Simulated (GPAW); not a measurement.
**Geometry or basis: what sets the conductance of a Ga chain with two Ti atoms in line**

How well does a Ga chain with two Ti atoms in line conduct once its atoms have relaxed, and how much do cheaper levels lose?

Program: GPAW 26.7.0. Level of theory: GPAW LCAO, PAW setups; relaxation of the junction within the symmetry of its start, lead ends held, in the first sound run; inputs show where later runs differ. Results are calculated unless marked as measured.

## 1. Starting point

The cell holds 14 atoms: 12 Ga and 2 Ti. Its edges and angles: a = 9.000 Å, b = 9.000 Å, c = 35.151 Å, α = 90.0°, β = 90.0°, γ = 90.0°. Regions: left lead, 6 atoms (6 Ga); channel, 2 atoms (2 Ti); right lead, 6 atoms (6 Ga). Vacuum lies along a and b. The structure is stacked along c, and the current runs across the ab planes.

## 2. Relaxing the atoms

Transmission follows bond lengths closely, so the atoms between the held lead ends are relaxed first, within whatever symmetry the start has.

Contents of run.py:

```python
import json
from ase import Atoms
from ase.constraints import FixAtoms
from ase.optimize import BFGS
from gpaw import GPAW, FermiDirac

device = Atoms(
    ['Ga', 'Ga', 'Ga', 'Ga', 'Ga', 'Ga', 'Ti', 'Ti', 'Ga', 'Ga', 'Ga', 'Ga', 'Ga', 'Ga'],
    positions=[
        [4.50000, 4.50000, 1.27500],
        [4.50000, 4.50000, 3.82500],
        [4.50000, 4.50000, 6.37500],
        [4.50000, 4.50000, 8.92500],
        [4.50000, 4.50000, 11.47500],
        [4.50000, 4.50000, 14.02500],
        [4.50000, 4.50000, 16.42570],
        [4.50000, 4.50000, 18.72570],
        [4.50000, 4.50000, 21.12640],
        [4.50000, 4.50000, 23.67640],
        [4.50000, 4.50000, 26.22640],
        [4.50000, 4.50000, 28.77640],
        [4.50000, 4.50000, 31.32640],
        [4.50000, 4.50000, 33.87640]],
    cell=[[9.0, 0.0, 0.0], [0.0, 9.0, 0.0], [0.0, 0.0, 35.1514]],
    pbc=True)

device.set_constraint(FixAtoms([0, 1, 2, 3, 4, 9, 10, 11, 12, 13]))
device.calc = GPAW(mode='lcao', basis='dzp', xc='PBE', h=0.18,
                   kpts={'size': (1, 1, 2), 'gamma': True},
                   symmetry={'tolerance': 1e-3, 'extra_ids': [1, 1, 1, 1, 1, 0, 0, 0, 0, 1, 1, 1, 1, 1]},
                   occupations=FermiDirac(0.1), maxiter=250,
                   mixer=dict(beta=0.1, nmaxold=8, weight=100.0),
                   convergence=dict(density=0.0001), txt='relax.txt')
path = []
opt = BFGS(device, maxstep=0.15)
opt.attach(lambda: path.append((device.get_potential_energy(), device.positions.tolist(), device.get_forces().tolist())))
relaxed = bool(opt.run(fmax=0.05, steps=50))
json.dump(dict(relaxed=relaxed, path=path, positions=device.positions.tolist(), moments=device.get_magnetic_moments().tolist(),
               forces=device.get_forces(apply_constraint=False).tolist()), open('result.json', 'w'))
```

Run with:

```sh
> OMP_NUM_THREADS=1 OPENBLAS_NUM_THREADS=1 python run.py
```

The program printed:

```text
Step          Energy          fmax
BFGS:    0      -23.871186        2.957650
BFGS:    1      -24.163224        2.718131
BFGS:    2      -24.701298        0.580792
BFGS:    3      -24.700912        0.529266
BFGS:    4      -24.708202        0.038598
```

The job ended after 12 min (1 thread of Arm Neoverse V1, shared host; peak memory 1.6 GiB).

Relaxation path:

```tsv
step	energy less that of the first step (eV)	largest force (eV/Å)
1	0.0000	2.9577
2	-0.2935	2.7181
3	-0.8320	0.5808
4	-0.8312	0.5293
5	-0.8388	0.0386
```

The atoms that moved most (Å):

```tsv
atom	dx	dy	dz	length
Ti7	0.000	0.000	0.179	0.179
Ti8	0.000	0.000	-0.179	0.179
Ga9	0.000	0.000	0.074	0.074
Ga6	0.000	0.000	-0.074	0.074
```

Final coordinates:

```cif
data_structure
_symmetry_space_group_name_H-M 'P 1'
_symmetry_Int_Tables_number 1
_cell_length_a 9.0000
_cell_length_b 9.0000
_cell_length_c 35.1514
_cell_angle_alpha 90.000
_cell_angle_beta 90.000
_cell_angle_gamma 90.000
_cell_volume 2847.26
loop_
_atom_site_label
_atom_site_type_symbol
_atom_site_fract_x
_atom_site_fract_y
_atom_site_fract_z
_atom_site_occupancy
Ga1 Ga 0.50000 0.50000 0.03627 1
Ga2 Ga 0.50000 0.50000 0.10882 1
Ga3 Ga 0.50000 0.50000 0.18136 1
Ga4 Ga 0.50000 0.50000 0.25390 1
Ga5 Ga 0.50000 0.50000 0.32645 1
Ga6 Ga 0.50000 0.50000 0.39688 1
Ti7 Ti 0.50000 0.50000 0.47239 1
Ti8 Ti 0.50000 0.50000 0.52761 1
Ga9 Ga 0.50000 0.50000 0.60312 1
Ga10 Ga 0.50000 0.50000 0.67355 1
Ga11 Ga 0.50000 0.50000 0.74610 1
Ga12 Ga 0.50000 0.50000 0.81864 1
Ga13 Ga 0.50000 0.50000 0.89118 1
Ga14 Ga 0.50000 0.50000 0.96373 1
```

The relaxation lowered the energy of the cell by 0.839 eV (energies extrapolated to zero smearing; the optimiser's log prints free energies). The largest force left on a free atom is 0.039 eV/Å.

## 3. Double-zeta polarised basis

Localised orbitals split the wire into layers that couple to their neighbours alone, which is what the Green's function method needs; double zeta with polarisation is the usual level for numbers.

This step: GPAW LCAO, PAW setups; Landauer transmission from Green's functions with principal layers (ASE), zero bias (GPAW 26.7.0).

Contents of run.py:

```python
import json
import numpy as np
from ase import Atoms
from ase.transport.calculators import TransportCalculator
from gpaw import GPAW, FermiDirac
from gpaw.lcao.tools import get_lcao_hamiltonian
from scipy.linalg import eigh

# The junction with lead layers at both ends, along the third cell vector
device = Atoms(
    ['Ga', 'Ga', 'Ga', 'Ga', 'Ga', 'Ga', 'Ti', 'Ti', 'Ga', 'Ga', 'Ga', 'Ga', 'Ga', 'Ga'],
    positions=[
        [4.50000, 4.50000, 1.27500],
        [4.50000, 4.50000, 3.82500],
        [4.50000, 4.50000, 6.37500],
        [4.50000, 4.50000, 8.92500],
        [4.50000, 4.50000, 11.47500],
        [4.50000, 4.50000, 13.95094],
        [4.50000, 4.50000, 16.60506],
        [4.50000, 4.50000, 18.54634],
        [4.50000, 4.50000, 21.20046],
        [4.50000, 4.50000, 23.67640],
        [4.50000, 4.50000, 26.22640],
        [4.50000, 4.50000, 28.77640],
        [4.50000, 4.50000, 31.32640],
        [4.50000, 4.50000, 33.87640]],
    cell=[[9.0, 0.0, 0.0], [0.0, 9.0, 0.0], [0.0, 0.0, 35.1514]],
    pbc=True)

# One principal layer of the lead: the first 3 atoms of the device
lead = Atoms(
    ['Ga', 'Ga', 'Ga'],
    positions=[
        [4.50000, 4.50000, 1.27500],
        [4.50000, 4.50000, 3.82500],
        [4.50000, 4.50000, 6.37500]],
    cell=[[9.0, 0.0, 0.0], [0.0, 9.0, 0.0], [0.0, 0.0, 7.65]],
    pbc=True)

settings = dict(mode='lcao', basis='dzp', xc='PBE', h=0.2,
                occupations=FermiDirac(0.1), maxiter=250,
                mixer=dict(beta=0.1, nmaxold=8, weight=100.0),
                convergence=dict(density=0.0001))
energies = np.arange(-2, 2 + 1e-9, 0.025)
eta = 0.0001
n1, n2 = 1, 1
# k and -k transmit alike, so half of the mesh across the current serves
mesh = [(i, j) for i in range(n1) for j in range(n2) if (i, j) <= (-i % n1, -j % n2)]
weights = np.array([1 if (i, j) == (-i % n1, -j % n2) else 2 for i, j in mesh]) / (n1 * n2)

# [... helper functions left out ...]
fermi_lead = ground_state(lead, (1, 1, 15), 'lead.txt')
fermi_device = ground_state(device, (1, 1, 2), 'device.txt')
# [... loop over the mesh left out, but for ...]
        # Shift the lead onto the potential of the device's first layer
        shift = ((H[:, 0, 0] - H0[:, 0, 0]) / S0[0, 0]).real.mean()
# [...]
kT = 8.617333e-5 * 300
bias = [0.1, 0.2, 0.5, 1.0, 1.5, 2.0]
# [... integrals and printing left out ...]
```

The program printed:

```text
basis functions: device 214, principal layer 39
Fermi level: lead -2.8498 eV, device -2.7305 eV; lead shifted by -0.0067 eV
largest coupling past the next layer 6.03e-05 eV, largest misfit of the first layer 0.020 eV
  E-E_F (eV)   T (one spin)  [channel counts left out]
    -2.000    1.0931e-01
    -1.975    1.1029e-01
    -1.950    1.1124e-01
    -1.925    1.1213e-01
    -1.900    1.1297e-01
    -1.875    1.1373e-01
    -1.850    1.1439e-01
    -1.825    1.1493e-01
    -1.800    1.1531e-01
    -1.775    1.1549e-01
    -1.750    1.1539e-01
    -1.725    1.1492e-01
    -1.700    1.1396e-01
    -1.675    1.1231e-01
    -1.650    1.0968e-01
    -1.625    1.0559e-01
[...]
1.825    1.1460e+00
     1.850    1.1576e+00
     1.875    1.1694e+00
     1.900    1.1815e+00
     1.925    1.1938e+00
     1.950    1.2065e+00
     1.975    1.2194e+00
     2.000    1.2327e+00
conductance at 300 K: 0.85564 G0 a cell; thermopower 2.337 uV/K
current from the zero-bias T(E) at 0.1 V: 6.5992 uA
current from the zero-bias T(E) at 0.2 V: 13.012 uA
current from the zero-bias T(E) at 0.5 V: 29.022 uA
current from the zero-bias T(E) at 1.0 V: 47.34 uA
current from the zero-bias T(E) at 1.5 V: 64.458 uA
current from the zero-bias T(E) at 2.0 V: 82.96 uA
```

Elapsed: 84 s, on 1 thread; peak memory 1.2 GiB.

Numbers from this step:

* conductance: 0.8556 G₀
* thermopower: 2.337 μV/K
* largest coupling past the next principal layer: 6.03e-5 eV
* largest misfit of the first principal layer: 0.02002 eV
* shift that aligns the lead: -0.006685 eV
* basis functions of the junction: 214
* basis functions of a principal layer: 39
* transmission at the Fermi level (one spin): 0.8662

One spin. The transmission, zone mean by energy, zero at the Fermi level:

```tsv
energy (eV)	transmission, zone mean
-2.000	0.109
-1.900	0.113
-1.800	0.115
-1.700	0.114
-1.600	0.0993
-1.500	1.5e-6
-1.425	0.568
-1.400	0.393
-1.300	0.293
-1.200	0.313
-1.100	0.410
-1.000	0.962
-0.900	0.0219
-0.800	0.119
-0.700	0.170
-0.600	0.207
-0.500	0.238
-0.400	0.267
-0.300	0.297
-0.200	0.594
-0.100	0.848
-0.050	0.874
0.000	0.866
0.100	0.793
0.200	0.710
0.300	0.661
0.400	0.647
0.500	0.656
0.600	0.679
0.700	0.709
0.800	0.743
0.900	0.780
1.000	0.819
1.100	0.858
1.200	0.898
1.300	0.936
1.400	0.975
1.500	1.01
1.600	1.05
1.700	1.09
1.800	1.13
1.900	1.18
2.000	1.23
```

Not self-consistent under bias; the bias window is split evenly. Table of current through one cell, from the zero-bias transmission by bias:

```tsv
bias (V)	current through one cell, from the zero-bias transmission (μA)
0.100	6.60
0.200	13.0
0.500	29.0
1.000	47.3
1.500	64.5
2.000	83.0
```

The transmission of the three most open eigenchannels by energy, zero at the Fermi level:

```tsv
energy (eV)	channel 1	channel 2	channel 3
-2.000	0.109	0	0
-1.800	0.115	0	0
-1.600	0.0993	0	0
-1.400	0.393	0	0
-1.200	0.313	0	0
-1.000	0.962	0	0
-0.800	0.119	0	0
-0.600	0.207	0	0
-0.400	0.267	0	0
-0.200	0.327	0.134	0.134
0.000	0.391	0.238	0.238
0.200	0.462	0.124	0.124
0.400	0.541	0.0527	0.0527
0.600	0.629	0.0250	0.0250
0.800	0.722	0.0108	0.0108
1.000	0.815	0.00224	0.00224
1.200	0.897	2.9e-4	2.9e-4
1.400	0.958	0.00823	0.00823
1.600	0.991	0.0301	0.0301
1.800	0.999	0.0677	0.0677
2.000	0.997	0.118	0.118
```

Couplings past the next layer reach 6.0e-5 eV, small enough to drop; the matrix elements of the cell's first layer differ from the bulk lead's by up to 0.020 eV. That layer keeps its own values in the calculation, and only beyond it is the lead taken as perfect. The Fermi levels of lead and junction count from different zeros of potential, one for each periodic cell; with both set to zero, the small remaining shift is what aligns them. By hand: G = 0.8556 × 77.48 μS = 66.3 μS, a resistance of 15.1 kΩ; at 0.1 V a linear junction would pass 6.63 μA, and the integral over the bias window gives 6.60 μA. Mott's formula, S = -(π²/3)(k_B²T/e) d ln T/dE, has the prefactor 7.33 μV/K·eV at 300 K; T = 0.8737 at -0.025 eV and 0.8532 at 0.025 eV give a slope of -0.476 per eV and S = 3.49 μV/K, beside 2.34 μV/K from the thermal integral, which interpolates the same grid.

## 4. Single-zeta polarised basis

One radial function a shell plus polarisation makes the matrices smaller; the question is what that costs.

Changes to run.py since step 3:

```diff
@@ -39,3 +39,3 @@
 
-settings = dict(mode='lcao', basis='dzp', xc='PBE', h=0.2,
+settings = dict(mode='lcao', basis='szp(dzp)', xc='PBE', h=0.2,
                 occupations=FermiDirac(0.1), maxiter=250,
```

The program printed:

```text
basis functions: device 140, principal layer 27
Fermi level: lead -3.1746 eV, device -2.9840 eV; lead shifted by -0.0119 eV
largest coupling past the next layer 5.81e-05 eV, largest misfit of the first layer 0.021 eV
  E-E_F (eV)   T (one spin)  [channel counts left out]
    -2.000    7.0708e-02
    -1.975    6.8921e-02
    -1.950    6.6804e-02
    -1.925    6.4296e-02
    -1.900    6.1323e-02
    -1.875    5.7792e-02
    -1.850    5.3584e-02
    -1.825    4.8547e-02
    -1.800    4.2482e-02
    -1.775    3.5124e-02
    -1.750    2.6114e-02
    -1.725    1.4954e-02
    -1.700    9.3836e-04
    -1.675    5.2494e-08
    -1.650    2.9925e-08
    -1.625    2.6465e-08
[...]
1.825    1.1832e+00
     1.850    1.1962e+00
     1.875    1.2094e+00
     1.900    1.2229e+00
     1.925    1.2366e+00
     1.950    1.2506e+00
     1.975    1.2649e+00
     2.000    1.2795e+00
conductance at 300 K: 0.83409 G0 a cell; thermopower 3.988 uV/K
current from the zero-bias T(E) at 0.1 V: 6.435 uA
current from the zero-bias T(E) at 0.2 V: 12.693 uA
current from the zero-bias T(E) at 0.5 V: 28.073 uA
current from the zero-bias T(E) at 1.0 V: 45.982 uA
current from the zero-bias T(E) at 1.5 V: 63.05 uA
current from the zero-bias T(E) at 2.0 V: 81.131 uA
```

It took 73 s on 1 thread; peak memory 1.1 GiB.

This step gave:

| Quantity | Value |
| --- | --- |
| conductance | 0.8341 G₀ |
| thermopower | 3.988 μV/K |
| largest coupling past the next principal layer | 5.81e-5 eV |
| largest misfit of the first principal layer | 0.02081 eV |
| shift that aligns the lead | -0.01188 eV |
| basis functions of the junction | 140 |
| basis functions of a principal layer | 27 |
| transmission at the Fermi level (one spin) | 0.8433 |

One spin. Table of transmission, zone mean by energy, zero at the Fermi level:

```tsv
energy (eV)	transmission, zone mean
-2.000	0.0707
-1.800	0.0425
-1.600	3.0e-8
-1.425	0.996
-1.400	0.843
-1.200	0.506
-1.025	0.979
-1.000	0.861
-0.800	0.130
-0.600	0.221
-0.400	0.278
-0.200	0.549
-0.050	0.864
0.000	0.843
0.200	0.674
0.400	0.621
0.600	0.662
0.800	0.733
1.000	0.815
1.200	0.901
1.400	0.987
1.600	1.07
1.800	1.17
2.000	1.28
```

Not self-consistent under bias; the bias window is split evenly. Table of current through one cell, from the zero-bias transmission by bias:

```tsv
bias (V)	current through one cell, from the zero-bias transmission (μA)
0.100	6.44
0.200	12.7
0.500	28.1
1.000	46.0
1.500	63.1
2.000	81.1
```

The transmission of the three most open eigenchannels by energy, zero at the Fermi level:

```tsv
energy (eV)	channel 1	channel 2 = channel 3
-2.000	0.0707	0
-1.900	0.0613	0
-1.800	0.0425	0
-1.700	9.4e-4	0
-1.600	3.0e-8	0
-1.500	4.2e-7	0
-1.400	0.843	0
-1.300	0.534	0
-1.200	0.506	0
-1.100	0.632	0
-1.000	0.861	0
-0.900	0.0277	0
-0.800	0.130	0
-0.700	0.184	0
-0.600	0.221	0
-0.500	0.251	0
-0.400	0.278	0
-0.300	0.305	3.7e-11
-0.200	0.333	0.108
-0.100	0.362	0.244
0.000	0.393	0.225
0.100	0.425	0.166
0.200	0.460	0.107
0.300	0.497	0.0662
0.400	0.537	0.0420
0.500	0.580	0.0279
0.600	0.624	0.0186
0.700	0.671	0.0119
0.800	0.719	0.00682
0.900	0.767	0.00300
1.000	0.814	6.3e-4
1.100	0.858	4.8e-5
1.200	0.898	0.00171
1.300	0.932	0.00615
1.400	0.959	0.0140
1.500	0.979	0.0257
1.600	0.992	0.0416
1.700	0.998	0.0618
1.800	0.999	0.0856
1.900	0.998	0.112
2.000	0.997	0.141
```

The conductance, 0.834 G₀, lies 2.5 % below that of the dzp run.

## 5. Minimal basis

The minimal basis is the cheapest rung: no second zeta and no polarisation.

Changes to run.py since step 4:

```diff
@@ -39,3 +39,3 @@
 
-settings = dict(mode='lcao', basis='szp(dzp)', xc='PBE', h=0.2,
+settings = dict(mode='lcao', basis='sz(dzp)', xc='PBE', h=0.2,
                 occupations=FermiDirac(0.1), maxiter=250,
```

The program printed:

```text
basis functions: device 74, principal layer 12
Fermi level: lead -3.2329 eV, device -3.0405 eV; lead shifted by -0.0160 eV
largest coupling past the next layer 5.75e-05 eV, largest misfit of the first layer 0.016 eV
  E-E_F (eV)   T (one spin)  [channel counts left out]
    -2.000    7.2204e-02
    -1.975    6.9642e-02
    -1.950    6.6575e-02
[...]
1.975    1.3753e+00
     2.000    1.3930e+00
conductance at 300 K: 0.84408 G0 a cell; thermopower 4.956 uV/K
current from the zero-bias T(E) at 0.1 V: 6.515 uA
current from the zero-bias T(E) at 0.2 V: 12.863 uA
current from the zero-bias T(E) at 0.5 V: 28.334 uA
current from the zero-bias T(E) at 1.0 V: 45.556 uA
current from the zero-bias T(E) at 1.5 V: 61.886 uA
current from the zero-bias T(E) at 2.0 V: 78.053 uA
```

Wall time 48 s (1 thread); peak memory 1.1 GiB.

Numbers from this step:

```
conductance                                    : 0.8441 G₀
thermopower                                    : 4.956 μV/K
largest coupling past the next principal layer : 5.75e-5 eV
largest misfit of the first principal layer    : 0.01576 eV
shift that aligns the lead                     : -0.01601 eV
basis functions of the junction                : 74
basis functions of a principal layer           : 12
transmission at the Fermi level (one spin)     : 0.8521
```

One spin. Table of transmission, zone mean by energy, zero at the Fermi level:

```tsv
energy (eV)	transmission, zone mean
-2.000	0.0722
-1.800	0.0285
-1.600	1.2e-7
-1.475	0.904
-1.400	0.605
-1.200	0.669
-1.100	0.982
-1.000	0.00149
-0.800	0.133
-0.600	0.207
-0.400	0.262
-0.200	0.558
-0.075	0.884
0.000	0.852
0.200	0.665
0.400	0.600
0.600	0.635
0.800	0.708
1.000	0.798
1.200	0.900
1.400	1.01
1.600	1.13
1.800	1.26
2.000	1.39
```

The conductance, 0.844 G₀, lies 1.4 % below that of the dzp run.

## 6. RPBE in the dzp basis: xc = "RPBE"

Back in the dzp basis, the functional changes from PBE to RPBE, to set the spread between functionals beside that between bases.

Changes to run.py since step 5:

```diff
@@ -39,3 +39,3 @@
 
-settings = dict(mode='lcao', basis='sz(dzp)', xc='PBE', h=0.2,
+settings = dict(mode='lcao', basis='dzp', xc='RPBE', h=0.2,
                 occupations=FermiDirac(0.1), maxiter=250,
```

The program printed:

```text
basis functions: device 214, principal layer 39
Fermi level: lead -2.7535 eV, device -2.6334 eV; lead shifted by -0.0033 eV
largest coupling past the next layer 6.04e-05 eV, largest misfit of the first layer 0.022 eV
  E-E_F (eV)   T (one spin)  [channel counts left out]
    -2.000    1.2007e-01
    -1.975    1.2185e-01
    -1.950    1.2369e-01
[...]
1.975    1.2124e+00
     2.000    1.2252e+00
conductance at 300 K: 0.82345 G0 a cell; thermopower 2.094 uV/K
current from the zero-bias T(E) at 0.1 V: 6.3489 uA
current from the zero-bias T(E) at 0.2 V: 12.51 uA
current from the zero-bias T(E) at 0.5 V: 27.957 uA
current from the zero-bias T(E) at 1.0 V: 45.829 uA
current from the zero-bias T(E) at 1.5 V: 62.741 uA
current from the zero-bias T(E) at 2.0 V: 82.086 uA
```

The job ended after 82 s (1 thread; peak memory 1.2 GiB).

This step gave:

```
conductance                                    : 0.8234 G₀
thermopower                                    : 2.094 μV/K
largest coupling past the next principal layer : 6.04e-5 eV
largest misfit of the first principal layer    : 0.02207 eV
shift that aligns the lead                     : -0.003275 eV
basis functions of the junction                : 214
basis functions of a principal layer           : 39
transmission at the Fermi level (one spin)     : 0.8346
```

One spin. The transmission, zone mean by energy, zero at the Fermi level:

```tsv
energy (eV)	transmission, zone mean
-2.000	0.120
-1.900	0.128
-1.800	0.136
-1.700	0.146
-1.600	0.159
-1.500	0.185
-1.475	0.212
-1.400	0.168
-1.300	0.200
-1.200	0.236
-1.100	0.309
-1.000	0.639
-0.975	0.930
-0.900	0.00260
-0.800	0.104
-0.700	0.158
-0.600	0.195
-0.500	0.226
-0.400	0.255
-0.300	0.284
-0.200	0.580
-0.100	0.810
-0.025	0.841
0.000	0.835
0.100	0.764
0.200	0.687
0.300	0.645
0.400	0.638
0.500	0.652
0.600	0.679
0.700	0.714
0.800	0.753
0.900	0.793
1.000	0.835
1.100	0.876
1.200	0.915
1.300	0.953
1.400	0.989
1.500	1.02
1.600	1.06
1.700	1.09
1.800	1.13
1.900	1.18
2.000	1.23
```

The conductance, 0.823 G₀, lies 3.8 % below that of the dzp run.

(Continued in part 2 of 2.)

[Logs are printed without paths, hosts, clocks, repeated set-up lines and the standing remarks that a program may print on its own settings, such as how far it seeks lower states.]

[Hosts, paths, dates, database ids (printed as entryN), source tags and the programs' standing remarks are cut or masked in the printed files.]
